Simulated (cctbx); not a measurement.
## What resolution and counting buy: CeGa4Ru

Space group I4/mmm (no. 139), a = 9.1340 Å, b = 9.1340 Å, c = 10.4270 Å, α = 90.00°, β = 90.00°, γ = 90.00°.

```
atom  mult.       x       y       z  Ueq (Å²)
 Ce1      4     1/2       0     1/4    0.0038
 Ce2      4       0       0  0.2034    0.0044
 Ru1      8  0.2709     1/2       0    0.0059
 Ga1     16  0.2318  0.7682  0.6537    0.0064
 Ga2     16  0.2215  0.3862     1/2    0.0053
```

This is a model crystal, built by substitution and not relaxed, with assumed displacement parameters.

Five simulated data sets (cctbx; Ag Kα, λ = 0.56087 Å; 6 % proportional error) differ in resolution or exposure (noise floor 8 counts in the first three, 8 in the last two). Each is refined with the right model, isotropic at 1.1 Å and anisotropic otherwise. How do the figures of merit and the uncertainties move?

| d min (Å) | top counts | ⟨I/σ⟩ (unmerged, absences included) | unique | param. (scale apart) | Rint | R1 | GooF | largest s.u. xyz (fractional) | s.u. U of Ga1 (Å²) | largest error (Å) |
| --- | --- | --- | --- | --- | --- | --- | --- | --- | --- | --- |
| 1.1 | 20000 | 5.2 | 124 | 11 | 0.045 | 0.0116 | 0.98 | 0.00011 | 0.0004 | 0.0023 |
| 0.84 | 20000 | 5.3 | 254 | 21 | 0.052 | 0.0124 | 0.93 | 0.00006 | 0.0002 | 0.0007 |
| 0.6 | 20000 | 4.6 | 645 | 21 | 0.055 | 0.0136 | 0.97 | 0.00004 | 0.0001 | 0.0006 |
| 0.75 | 300 | 0.6 | 347 | 21 | 0.410 | 0.0653 | 0.92 | 0.00063 | 0.0012 | 0.0091 |
| 0.75 | 3000 | 2.7 | 347 | 21 | 0.089 | 0.0204 | 0.91 | 0.00013 | 0.0002 | 0.0020 |

The number of reflections grows roughly as 1/d³: 124, 254 and 645 here. R1 follows the noise rather than the truth: at 300 counts it is 0.0653, at 3000 counts 0.0204, while GooF is 0.92 and 0.91: the weights 1/σ² carry the noise. The s.u. of U (U11 where anisotropic) for Ga1 goes 0.0004, 0.0002, 0.0001 Å² with resolution and 0.0012, 0.0002 Å² with exposure.

Hardware for the 0.6 Å refinement: 0.57 s on 1 thread of Arm Neoverse N1 (shared host), peak memory 0.09 GiB.

[Logs are printed without paths, hosts, clocks, repeated set-up lines and the standing remarks that a program may print on its own settings, such as how far it seeks lower states.]
